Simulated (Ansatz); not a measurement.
# Slab bands of Ag(111)-(√3×√3)R30°-In surface alloy, part 2 of 3

Aim: the slab bands of Ag(111)-(√3×√3)R30°-In surface alloy, with their weight on the outer layers.

Ansatz 0.2.0; plane-wave DFT, PBE, Ansatz PAW (the session's first sound run).

So far, work function, upper face (eV): step 2 (relaxation) 4.33.

## Step 3: Bands and layer weights

Projections on the atoms tell how each level spreads over the atomic layers. In a slab this thin or layered, weight on the outer layers doesn't make a level a surface state.

input.yaml

```yaml
crystal:
  lattice:
    - [5.009206524, 0.0, 0.0]
    - [2.504603262, 4.3381001026, 0.0]
    - [0.0, 0.0, 28.0454504039]
  atoms:
    - { symbol: Ag, position: [1.7e-09, 0.3333333317, 0.3209076649] }
    - { symbol: Ag, position: [0.3333333317, 0.6666666667, 0.3209076649] }
    - { symbol: Ag, position: [0.6666666667, 1.7e-09, 0.3209076649] }
    - { symbol: Ag, position: [0.0, 0.0, 0.4051053714] }
    - { symbol: Ag, position: [0.3333333333, 0.3333333333, 0.4051053714] }
    - { symbol: Ag, position: [0.6666666667, 0.6666666667, 0.4051053714] }
    - { symbol: Ag, position: [0.0002527072, 0.6666666667, 0.4910381885] }
    - { symbol: Ag, position: [0.3330806261, 0.0002527072, 0.4910381885] }
    - { symbol: Ag, position: [0.6666666667, 0.3330806261, 0.4910381885] }
    - { symbol: Ag, position: [-0.0003694232, 0.3337027565, 0.5772801463] }
    - { symbol: Ag, position: [0.3337027565, 0.6666666667, 0.5772801463] }
    - { symbol: Ag, position: [0.6666666667, -0.0003694232, 0.5772801463] }
    - { symbol: Ag, position: [0.0, 0.0, 0.6650538257] }
    - { symbol: Ag, position: [0.3333333333, 0.3333333333, 0.6650538257] }
    - { symbol: In, position: [0.6666666667, 0.6666666667, 0.6735998757] }
kpoints:
  mp_grid: { grid: [12, 12, 1] }
  band_path:
    path: [[0, 0, 0], [0.5, 0, 0], [0.66666667, 0.33333333, 0], [0, 0, 0]]
    npoints: 24
hamiltonian:
  xc: pbe
scf:
  occupations: { method: fermi_dirac, width: 0.05 }
  convergence: { dr2_threshold: 1.0e-09 }
efield:
  axis: 3
  dipole_correction: true
  ramp_position: 0.97
  ramp_width: 0.06
output:
  fatbands: true
  dos: { projected: true, e_range: [-8, 5] }
  write_potential: true
  write_density: true
  volumetric_format: npy
  elf: true
```

Launch:

```sh
$ ansatz run input.yaml --threads 4 --pin off --max-ram 12288MiB --backend cpu --events-out ev --progress --plain --runs-dir out
```

Numbers of over 12 decimals in the logs are rounded to 6 here.

Output:

```text
[...]
Crystal: 15 atoms, lattice volume = 609.440 Å³
Basis set: ecut = 420 eV, 12003 PW (Γ)
Bands: 168, of which v1, the nominal top of the filled ones, is band 140 counted from 1 (139 counted from 0)
Symmetry: 6 space group operations
[...]
k-points: 19 of 144 (time reversal used)
[...]
SCF iter   1: F=—  HF=-111864.033466 eV  |F-HF|=—  |Δ(HF+E_count)|=         —  Δρ=9.29e-4  dr2=4.55e-2  ethr=1.77e-3  p=0.027 e·Å  D=8.10e-3 V/Å  ΔV_dip=-0.23 eV  dr2_dipole=2.95e-2  V_vac-E_F(+/−)=4.17/4.40 eV  ⟨swp⟩=6.5  Hψ=12364  notcnv=0  defer=229
[...]
SCF iter  10: F=-111864.048440 eV  HF=-111864.048440 eV  |F-HF|=1.75e-10  |Δ(HF+E_count)|=  5.97e-10  Δρ=1.11e-7  dr2=1.17e-10  ethr=1.00e-12  p=0.014 e·Å  D=4.18e-3 V/Å  ΔV_dip=-0.12 eV  dr2_dipole=2.57e-14  V_vac-E_F(+/−)=4.32/4.44 eV  ⟨swp⟩=2.4  Hψ=5890  notcnv=0
SCF 1 converged in 10 iterations: F = -111864.048440 eV  dr2 = 1.17e-10
[...]
NSCF: frozen V_eff on 73 k-points
efield: sawtooth ramp at fractional position 0.9700 (kept from the solve that this one continues, or follows in the run), width 0.0600; the density the first Hamiltonian is built on has a dipole p = 0.014 e·Å; the dipole correction subtracts the counter field D = 4.18e-3 V/Å, which shifts the + side's vacuum level by -0.12 eV against the − side's; the planar-averaged density in the ramp window peaks in size at 8.1e-7 e/Å³
[...]
SCF converged after 10 iterations
Free energy (F): -111864.048440 eV
[...]
Internal energy: -111864.014711 eV  (E = F + TS)
E sigma→0 (E₀):  -111864.031575 eV
Entropy (-TS):   -0.033729 eV (-2.249 meV/atom)
Fermi energy:    4.790451 eV
Dipole field:    D = 0.004184 V/Å  (p = 0.014093 e·Å, saw-weighted, corrected)
Work function:   Φ+ = 4.3197 eV   Φ− = 4.4371 eV
[...]
--- Band table (eV; the first three rows and the last of 19) ---
  k-point 0: bands = [... 136 lower, 4.6038, 6.6725, 7.4959, 7.4959, 7.9008, 7.9008, 8.1043, 8.1998, ... 24 higher]
  k-point 1: bands = [... 136 lower, 4.7389, 6.0784, 6.8838, 6.9322, 7.0971, 7.5358, 7.7922, 7.8605, ... 24 higher]
  k-point 2: bands = [... 136 lower, 4.9825, 5.1126, 5.7157, 6.1602, 6.4841, 6.6597, 6.8735, 7.3131, ... 24 higher]
  k-point 18: bands = [... 136 lower, 2.0400, 2.7424, 3.0878, 3.0878, 4.4116, 4.7230, 4.7230, 6.2734, ... 24 higher]
```

It took 9 min on 4 threads of Arm Neoverse V1, shared host; peak memory 5.1 GiB.

In the SCF lines HF is the Harris–Foulkes energy and dr2 the Hartree energy of the density residual, in eV; the loop may stop once dr2 is under the threshold and the program's other checks hold. Hψ counts applications of the Hamiltonian.

This step gave:

| Property | Result |
| --- | --- |
| energy at zero smearing | -111864.0316 eV |
| work function, upper face | 4.320 eV |
| work function, lower face | 4.437 eV |

The density of states has structure finer than the step of the table below, so its rows give means over 0.25 eV, whole bins alone (the curve runs from -8 to 2 eV). Peaks (eV: height): -4.710: 61.6, -4.550: 66.1, -4.420: 76.5, -3.890: 60.6, -3.760: 63.8, -3.500: 59.9, -3.150: 70.2.

Table of density of states by energy, zero at the Fermi level; means over each step:

| energy (eV) | density of states (states/eV a cell) |
| --- | --- |
| -7.75 | 0.433 |
| -7.50 | 0.908 |
| -7.25 | 1.23 |
| -7.00 | 2.17 |
| -6.75 | 4.24 |
| -6.50 | 2.06 |
| -6.25 | 5.51 |
| -6.00 | 24.7 |
| -5.75 | 39.8 |
| -5.50 | 44.6 |
| -5.25 | 33.8 |
| -5.00 | 36.7 |
| -4.75 | 44.5 |
| -4.50 | 59.4 |
| -4.25 | 41.4 |
| -4.00 | 42.6 |
| -3.75 | 47.4 |
| -3.50 | 48.3 |
| -3.25 | 44.6 |
| -3.00 | 39.7 |
| -2.75 | 7.87 |
| -2.50 | 3.39 |
| -2.25 | 4.16 |
| -2.00 | 4.10 |
| -1.75 | 3.01 |
| -1.50 | 3.51 |
| -1.25 | 3.55 |
| -1.00 | 5.37 |
| -0.75 | 3.77 |
| -0.50 | 3.96 |
| -0.25 | 4.41 |
| 0.00 | 5.66 |
| 0.25 | 4.62 |
| 0.50 | 4.32 |
| 0.75 | 5.14 |
| 1.00 | 4.03 |
| 1.25 | 5.09 |
| 1.50 | 4.48 |
| 1.75 | 4.87 |

Projected DOS per atom over height of the atomic layer and energy from the Fermi level. Layers: Ag3 Ag3 Ag3 Ag3 InAg2 from below.

Ten even steps from '0' (0.00 states/eV) to '9' (4.01 states/eV), each cell a mean:
```
00000
00000
00000
00000
00000
00000
00001
00000
00000
00000
33320
99882
96786
96676
89888
55666
68684
27750
00000
00001
00000
00000
```
Columns: height of the atomic layer (Å) from 9 to 18.7; rows upwards: energy from the Fermi level (eV) from -7.96 to 1.95.

The electronic bands at the labelled points (eV, zero at the Fermi level):

| point | band 137 | band 138 | band 139 | band 140 | band 141 | band 142 | band 143 | band 144 |
| --- | --- | --- | --- | --- | --- | --- | --- | --- |
| Γ | -0.19 | 1.88 | 2.71 | 2.71 | 3.11 | 3.11 | 3.31 | 3.41 |
| halfway | -0.58 | -0.24 | 0.62 | 0.70 | 0.85 | 1.21 | 1.51 | 1.97 |
| M | -2.02 | -0.78 | -0.57 | -0.44 | 0.20 | 0.68 | 1.01 | 1.16 |
| halfway | -1.99 | -1.77 | -1.20 | -0.70 | -0.46 | -0.35 | 0.96 | 1.24 |
| K | -2.75 | -2.05 | -1.70 | -1.70 | -0.38 | -0.07 | -0.07 | 1.48 |
| halfway | -0.71 | -0.37 | -0.20 | -0.18 | 0.59 | 0.69 | 1.13 | 1.91 |
| Γ | -0.19 | 1.88 | 2.71 | 2.71 | 3.11 | 3.11 | 3.31 | 3.41 |

ELF in the ca plane at fractional y = 0.667, with atoms of Ag and In within 0.2 Å of it. It is the smooth field of the valence electrons, not physical close to the nuclei.

Ten even steps from '0' (0.00) to '9' (0.82), each cell a mean:
```
12222247885222222212233343321000000000000000
23322234553222222222223333431000000000000000
46642222222122222222221233332100000000000000
68863222221112222222210023343100000000000000
69963222221112222222210023343100000000000000
56652222211112222222221133342100000000000000
23322221112223454222223333432000000000000000
22221112222225787422333334321000000000000000
22221112222236897522233333210000000000000000
22221112222225776422222222110000000000000000
21122223432122444212222222110000000000000000
12222236764222222112222222110000000000000000
12222257986222222212223332210000000000000000
```
Columns run along c (16.0 Å, from fractional 0.38 to 0.95 of the cell), rows up along a (5.0 Å). Atoms in or near the plane, at fractional coordinates: Ag at (0.41, 0.67), Ag at (0.49, 0.00), Ag at (0.58, 0.33), In at (0.67, 0.67).

Valence density in the ca plane at fractional y = 0.667, with atoms of Ag and In within 0.2 Å of it. It is the smooth field of the valence electrons, not physical close to the nuclei.

Ten steps, logarithmic in the rise over the least value, from '0' (0 e/Å³) to '9' (19 e/Å³), each cell a mean:
```
11111258986211111100111110000000000000000000
23321135663111111101122221000000000000000000
57752112221111111111246542000000000000000000
79974111111001111111468853100000000000000000
79974111111001111111478863100000000000000000
57752111111111222111256642000000000000000000
23321111111113564211123321000000000000000000
11111011111126897421111110000000000000000000
11110001111136998521111100000000000000000000
11111011111125887421111100000000000000000000
11111123442113454211111100000000000000000000
11111147875211121111111100000000000000000000
11111258996311111000111100000000000000000000
```
Columns run along c (16.0 Å, from fractional 0.38 to 0.95 of the cell), rows up along a (5.0 Å). Atoms in or near the plane, at fractional coordinates: Ag at (0.41, 0.67), Ag at (0.49, 0.00), Ag at (0.58, 0.33), In at (0.67, 0.67).

Electrostatic potential energy in the ca plane at fractional y = 0.667, with atoms of Ag and In within 0.2 Å of it. With pseudopotentials it is smooth inside the atoms' cores, unlike the true potential.

Ten even steps from '0' (-35 eV) to '9' (9 eV), each cell a mean:
```
99999841003799999999998899999999999999999999
86788874236899999999876678999999999999999999
42247988778999999998620147999999999999999999
10015899999999999997400015899999999999999999
10015899999999999997300015899999999999999999
31137999999999888998510037899999999999999999
76679999999986434789865578999999999999999999
99999999999973001589988899999999999999999999
99999999999972000489999999999999999999999999
99999999889974101589999999999999999999999999
99999986557887545899999999999999999999999999
99999852014899888999999999999999999999999999
99999830002799999999999999999999999999999999
```
Columns run along c (16.0 Å, from fractional 0.38 to 0.95 of the cell; values clipped at the 3rd and 97th percentile), rows up along a (5.0 Å). Atoms in or near the plane, at fractional coordinates: Ag at (0.41, 0.67), Ag at (0.49, 0.00), Ag at (0.58, 0.33), In at (0.67, 0.67).

The work function of the upper face is 4.32 eV.

## Step 4: With spin-orbit coupling

This step: plane-wave DFT, PBE, fully relativistic PAW with spin-orbit coupling (Ansatz 0.2.0).

Heavy atoms split their bands by spin-orbit coupling, so the bands are run again with fully relativistic files.

input.yaml: that of step 3 with these lines changed.

```diff
@@ -21,12 +21,11 @@
     - { symbol: In, position: [0.6666666667, 0.6666666667, 0.6735998757] }
-kpoints:
-  mp_grid: { grid: [12, 12, 1] }
-  band_path:
-    path: [[0, 0, 0], [0.5, 0, 0], [0.66666667, 0.33333333, 0], [0, 0, 0]]
-    npoints: 24
 hamiltonian:
   xc: pbe
+  pseudopotentials: { kind: paw_fr }
+magnetization:
+  noncollinear: true
+  spin_orbit: true
 scf:
   occupations: { method: fermi_dirac, width: 0.05 }
-  convergence: { dr2_threshold: 1.0e-09 }
+  convergence: { dr2_threshold: 1.0e-08 }
 efield:
@@ -38,3 +37,2 @@
   fatbands: true
-  dos: { projected: true, e_range: [-8, 5] }
   write_potential: true
@@ -42,2 +40,6 @@
   volumetric_format: npy
-  elf: true
+kpoints:
+  mp_grid: { grid: [12, 12, 1] }
+  band_path:
+    path: [[0, 0, 0], [0.5, 0, 0], [0.66666667, 0.33333333, 0], [0, 0, 0]]
+    npoints: 14
```

Output:

```text
[...]
non-collinear run that drives no moment, with spin-orbit: no starting moment large enough to seed its density (crystal.atoms[].spin), no starting occupations that ask for one, no magnetisation constraint and no magnetic field, so the semilocal B_xc is pinned to zero
Crystal: 15 atoms, lattice volume = 609.440 Å³
Basis set: ecut = 420 eV, 12003 PW (Γ)
Bands: 336, of which v1, the nominal top of the filled ones, is band 279 counted from 1 (278 counted from 0)
Symmetry: 6 space group operations + 6 with time reversal
[...]
k-points: 19 of 144 (time reversal used)
Projection manifold: j_resolved (fully-relativistic pseudo-atomic orbitals)
[...]
SCF iter   1: F=—  HF=-111902.082902 eV  |F-HF|=—  |Δ(HF+E_count)|=         —  Δρ=4.22e-2  dr2=1.25e1  dr2_m=0.00e0 (ungated)  ethr=3.10e-3  |M|=0.00e0 ∫|m|=0.00e0 μB  |m|>n=0.0e0 m-floor=0.0e0 τ_xc=0.0e0  β_m=1.00  p=-0.000 e·Å  D=-2.61e-7 V/Å  ΔV_dip=0.00 eV  dr2_dipole=3.67e-1  V_vac-E_F(+/−)=4.64/4.64 eV  ⟨swp⟩=8.6  Hψ=32071  notcnv=0  defer=698
[...]
spin=Noncollinear: LDOS preconditioning applied to the charge; magnetization (m_x, m_y, m_z) channels mix plain (no charge-response kernel on spin).
SCF iter   2: F=—  HF=-111904.380734 eV  |F-HF|=—  |Δ(HF+E_count)|=    2.30e0  Δρ=6.03e-2  dr2=1.79e1  dr2_m=0.00e0 (ungated)  ethr=3.10e-3  |M|=0.00e0 ∫|m|=0.00e0 μB  |m|>n=0.0e0 m-floor=0.0e0 τ_xc=0.0e0  β_m=0.58  p=0.002 e·Å  D=6.86e-4 V/Å  ΔV_dip=-0.02 eV  dr2_dipole=1.23e-2  V_vac-E_F(+/−)=4.53/4.55 eV  ⟨swp⟩=3.0  Hψ=14971  notcnv=0  defer=860
[...]
SCF iter  11: F=-111898.884230 eV  HF=-111898.884230 eV  |F-HF|=1.02e-10  |Δ(HF+E_count)|=   5.03e-9  Δρ=4.07e-7  dr2=1.02e-9  dr2_m=0.00e0 (ungated)  ethr=3.58e-12  |M|=0.00e0 ∫|m|=0.00e0 μB  |m|>n=0.0e0 m-floor=0.0e0 τ_xc=0.0e0  p=0.014 e·Å  D=4.14e-3 V/Å  ΔV_dip=-0.12 eV  dr2_dipole=1.20e-11  V_vac-E_F(+/−)=4.33/4.44 eV  ⟨swp⟩=15.2  Hψ=27829  notcnv=0
SCF 1 converged in 11 iterations: F = -111898.884230 eV  dr2 = 1.02e-9
[...]
WARN: The input density's exchange-correlation potential varies sharply where the density is thin. Do not read a vacuum level from v_tot or v_xc, or from such a field of the output density. On a cell that repeats whose density bears no net charge and no dipole along the vacuum's axis use v_es (v_loc + v_h of the components); under efield.dipole_correction with no amplitude use v_es + v_field, which holds any external [...]
SCF converged after 11 iterations
the last check of whether an eigenvalue changes by more than its tolerance under the output density was not made (no_room)
Magnetization: |M| = 0.0000 μB,  M = (+0.0000, +0.0000, +0.0000) μB
Absolute magnetization: 0.0000 μB (∫|m|)
  site 0: m = (+0.0000, +0.0000, +0.0000) μB, |m| = 0.0000 μB  (R = 1.19 Å)
  site 1: m = (+0.0000, +0.0000, +0.0000) μB, |m| = 0.0000 μB  (R = 1.19 Å)
  site 2: m = (+0.0000, +0.0000, +0.0000) μB, |m| = 0.0000 μB  (R = 1.19 Å)
  site 3: m = (+0.0000, +0.0000, +0.0000) μB, |m| = 0.0000 μB  (R = 1.19 Å)
  site 4: m = (+0.0000, +0.0000, +0.0000) μB, |m| = 0.0000 μB  (R = 1.19 Å)
  site 5: m = (+0.0000, +0.0000, +0.0000) μB, |m| = 0.0000 μB  (R = 1.19 Å)
  site 6: m = (+0.0000, +0.0000, +0.0000) μB, |m| = 0.0000 μB  (R = 1.19 Å)
  site 7: m = (+0.0000, +0.0000, +0.0000) μB, |m| = 0.0000 μB  (R = 1.19 Å)
  site 8: m = (+0.0000, +0.0000, +0.0000) μB, |m| = 0.0000 μB  (R = 1.19 Å)
  site 9: m = (+0.0000, +0.0000, +0.0000) μB, |m| = 0.0000 μB  (R = 1.19 Å)
  site 10: m = (+0.0000, +0.0000, +0.0000) μB, |m| = 0.0000 μB  (R = 1.19 Å)
  site 11: m = (+0.0000, +0.0000, +0.0000) μB, |m| = 0.0000 μB  (R = 1.19 Å)
  site 12: m = (+0.0000, +0.0000, +0.0000) μB, |m| = 0.0000 μB  (R = 1.19 Å)
  site 13: m = (+0.0000, +0.0000, +0.0000) μB, |m| = 0.0000 μB  (R = 1.19 Å)
  site 14: m = (+0.0000, +0.0000, +0.0000) μB, |m| = 0.0000 μB  (R = 1.20 Å)
Free energy (F): -111898.884230 eV
[...]
Internal energy: -111898.850521 eV  (E = F + TS)
E sigma→0 (E₀):  -111898.867376 eV
Entropy (-TS):   -0.033708 eV (-2.247 meV/atom)
Fermi energy:    4.787623 eV
Dipole field:    D = 0.004136 V/Å  (p = 0.013932 e·Å, saw-weighted, corrected)
Work function:   Φ+ = 4.3271 eV   Φ− = 4.4431 eV
[...]
--- Band table (eV; the first three rows and the last of 19) ---
  k-point 0: bands = [... 275 lower, 6.6752, 7.4266, 7.4266, 7.5454, 7.5454, 7.8455, 7.8455, 7.9368, ... 53 higher]
  k-point 1: bands = [... 275 lower, 6.0815, 6.8709, 6.8795, 6.9207, 6.9349, 7.0779, 7.1012, 7.5269, ... 53 higher]
  k-point 2: bands = [... 275 lower, 5.1174, 5.7132, 5.7151, 6.1463, 6.1582, 6.4750, 6.4864, 6.6460, ... 53 higher]
  k-point 18: bands = [... 275 lower, 2.7513, 3.0877, 3.0877, 3.0922, 3.1036, 4.4116, 4.4116, 4.7168, ... 53 higher]
```

Run time: 60 min. Hardware: 4 threads; peak memory 11 GiB; 4 h of CPU time.

Numbers from this step:

- energy at zero smearing: -111898.8674 eV
- work function, upper face: 4.327 eV
- work function, lower face: 4.443 eV
- dipole along the normal: 0.01393 e·Å
- step between the vacuum levels: -0.1160 eV

Electronic bands along the path, in eV, zero at the Fermi level:

| point | band 277 | band 278 | band 279 | band 280 | band 281 | band 282 | band 283 | band 284 |
| --- | --- | --- | --- | --- | --- | --- | --- | --- |
| Γ | 2.64 | 2.64 | 2.76 | 2.76 | 3.06 | 3.06 | 3.15 | 3.15 |
| halfway | 0.62 | 0.63 | 0.69 | 0.70 | 0.84 | 0.86 | 1.20 | 1.21 |
| M | -0.56 | -0.56 | -0.45 | -0.45 | 0.20 | 0.20 | 0.68 | 0.68 |
| halfway | -1.20 | -1.19 | -0.69 | -0.69 | -0.46 | -0.45 | -0.36 | -0.35 |
| K | -1.70 | -1.70 | -1.70 | -1.68 | -0.38 | -0.38 | -0.07 | -0.07 |
| halfway | -0.20 | -0.20 | -0.18 | -0.18 | 0.58 | 0.59 | 0.69 | 0.69 |
| Γ | 2.64 | 2.64 | 2.76 | 2.76 | 3.06 | 3.06 | 3.15 | 3.15 |

The work function of the upper face is 4.33 eV.

## Step 5: Close to the zone centre

A Rashba splitting shows at small k, so a short path out of the zone centre is sampled finely.

input.yaml: that of step 4 with these lines changed.

```diff
@@ -42,4 +42,2 @@
   mp_grid: { grid: [12, 12, 1] }
-  band_path:
-    path: [[0, 0, 0], [0.5, 0, 0], [0.66666667, 0.33333333, 0], [0, 0, 0]]
-    npoints: 14
+  band_path: { path: [[0, 0, 0], [0.2071, 0, 0]], npoints: 30 }
```

Output:

```text
[...]
Crystal: 15 atoms, lattice volume = 609.440 Å³
Basis set: ecut = 420 eV, 12003 PW (Γ)
Bands: 336, of which v1, the nominal top of the filled ones, is band 279 counted from 1 (278 counted from 0)
Symmetry: 6 space group operations + 6 with time reversal
[...]
k-points: 19 of 144 (time reversal used)
Projection manifold: j_resolved (fully-relativistic pseudo-atomic orbitals)
[...]
SCF iter   1: F=—  HF=-111902.082902 eV  |F-HF|=—  |Δ(HF+E_count)|=         —  Δρ=4.22e-2  dr2=1.25e1  dr2_m=0.00e0 (ungated)  ethr=3.10e-3  |M|=0.00e0 ∫|m|=0.00e0 μB  |m|>n=0.0e0 m-floor=0.0e0 τ_xc=0.0e0  β_m=1.00  p=-0.000 e·Å  D=-2.61e-7 V/Å  ΔV_dip=0.00 eV  dr2_dipole=3.67e-1  V_vac-E_F(+/−)=4.64/4.64 eV  ⟨swp⟩=8.6  Hψ=32071  notcnv=0  defer=698
[...]
SCF iter  11: F=-111898.884230 eV  HF=-111898.884230 eV  |F-HF|=1.02e-10  |Δ(HF+E_count)|=   5.03e-9  Δρ=4.07e-7  dr2=1.02e-9  dr2_m=0.00e0 (ungated)  ethr=3.58e-12  |M|=0.00e0 ∫|m|=0.00e0 μB  |m|>n=0.0e0 m-floor=0.0e0 τ_xc=0.0e0  p=0.014 e·Å  D=4.14e-3 V/Å  ΔV_dip=-0.12 eV  dr2_dipole=1.20e-11  V_vac-E_F(+/−)=4.33/4.44 eV  ⟨swp⟩=15.2  Hψ=27829  notcnv=0
SCF 1 converged in 11 iterations: F = -111898.884230 eV  dr2 = 1.02e-9
[...]
SCF converged after 11 iterations
[...]
Magnetization: |M| = 0.0000 μB,  M = (+0.0000, +0.0000, +0.0000) μB
Absolute magnetization: 0.0000 μB (∫|m|)
  site 0: m = (+0.0000, +0.0000, +0.0000) μB, |m| = 0.0000 μB  (R = 1.19 Å)
  site 1: m = (+0.0000, +0.0000, +0.0000) μB, |m| = 0.0000 μB  (R = 1.19 Å)
  site 2: m = (+0.0000, +0.0000, +0.0000) μB, |m| = 0.0000 μB  (R = 1.19 Å)
  site 3: m = (+0.0000, +0.0000, +0.0000) μB, |m| = 0.0000 μB  (R = 1.19 Å)
  site 4: m = (+0.0000, +0.0000, +0.0000) μB, |m| = 0.0000 μB  (R = 1.19 Å)
  site 5: m = (+0.0000, +0.0000, +0.0000) μB, |m| = 0.0000 μB  (R = 1.19 Å)
  site 6: m = (+0.0000, +0.0000, +0.0000) μB, |m| = 0.0000 μB  (R = 1.19 Å)
  site 7: m = (+0.0000, +0.0000, +0.0000) μB, |m| = 0.0000 μB  (R = 1.19 Å)
  site 8: m = (+0.0000, +0.0000, +0.0000) μB, |m| = 0.0000 μB  (R = 1.19 Å)
  site 9: m = (+0.0000, +0.0000, +0.0000) μB, |m| = 0.0000 μB  (R = 1.19 Å)
  site 10: m = (+0.0000, +0.0000, +0.0000) μB, |m| = 0.0000 μB  (R = 1.19 Å)
  site 11: m = (+0.0000, +0.0000, +0.0000) μB, |m| = 0.0000 μB  (R = 1.19 Å)
  site 12: m = (+0.0000, +0.0000, +0.0000) μB, |m| = 0.0000 μB  (R = 1.19 Å)
  site 13: m = (+0.0000, +0.0000, +0.0000) μB, |m| = 0.0000 μB  (R = 1.19 Å)
  site 14: m = (+0.0000, +0.0000, +0.0000) μB, |m| = 0.0000 μB  (R = 1.20 Å)
Free energy (F): -111898.884230 eV
[...]
Internal energy: -111898.850521 eV  (E = F + TS)
E sigma→0 (E₀):  -111898.867376 eV
Entropy (-TS):   -0.033708 eV (-2.247 meV/atom)
Fermi energy:    4.787623 eV
Dipole field:    D = 0.004136 V/Å  (p = 0.013932 e·Å, saw-weighted, corrected)
Work function:   Φ+ = 4.3271 eV   Φ− = 4.4431 eV
[...]
--- Band table (eV; the first three rows and the last of 19) ---
  k-point 0: bands = [... 275 lower, 6.6752, 7.4266, 7.4266, 7.5454, 7.5454, 7.8455, 7.8455, 7.9368, ... 53 higher]
  k-point 1: bands = [... 275 lower, 6.0815, 6.8709, 6.8795, 6.9207, 6.9349, 7.0779, 7.1012, 7.5269, ... 53 higher]
  k-point 2: bands = [... 275 lower, 5.1174, 5.7132, 5.7151, 6.1463, 6.1582, 6.4750, 6.4864, 6.6460, ... 53 higher]
  k-point 18: bands = [... 275 lower, 2.7513, 3.0877, 3.0877, 3.0922, 3.1036, 4.4116, 4.4116, 4.7168, ... 53 higher]
```

Elapsed: 49 min, on 4 threads; peak memory 11 GiB.

Electronic bands along the path, in eV, zero at the Fermi level:

| point | band 271 | band 272 | band 273 | band 274 | band 275 | band 276 | band 277 | band 278 |
| --- | --- | --- | --- | --- | --- | --- | --- | --- |
| Γ | -1.51 | -1.51 | -0.19 | -0.19 | 1.89 | 1.89 | 2.64 | 2.64 |
| halfway | -1.33 | -1.31 | 0.01 | 0.02 | 1.03 | 1.04 | 1.85 | 1.85 |
| end | -0.89 | -0.86 | -0.33 | -0.31 | 0.34 | 0.35 | 0.55 | 0.56 |

The levels on this short path go into the next step.

(Continued in part 3 of 3.)

[Logs are printed without paths, hosts, clocks, repeated set-up lines and the standing remarks that a program may print on its own settings, such as how far it seeks lower states.]

[Hosts, paths, dates, database ids (printed as entryN), source tags and the programs' standing remarks are cut or masked in the printed files.]

[Maps of the electrostatic potential energy from Ansatz leave out the sawtooth potential of an applied field or a dipole correction, so their vacuum need not be flat; planar profiles and work functions include it.]

[The density of states shown here was stored with 400 of the rows of the run's finer table, so its peaks can read low, often by over a quarter, or be missed, and its means over a window can be off by a tenth or more.]
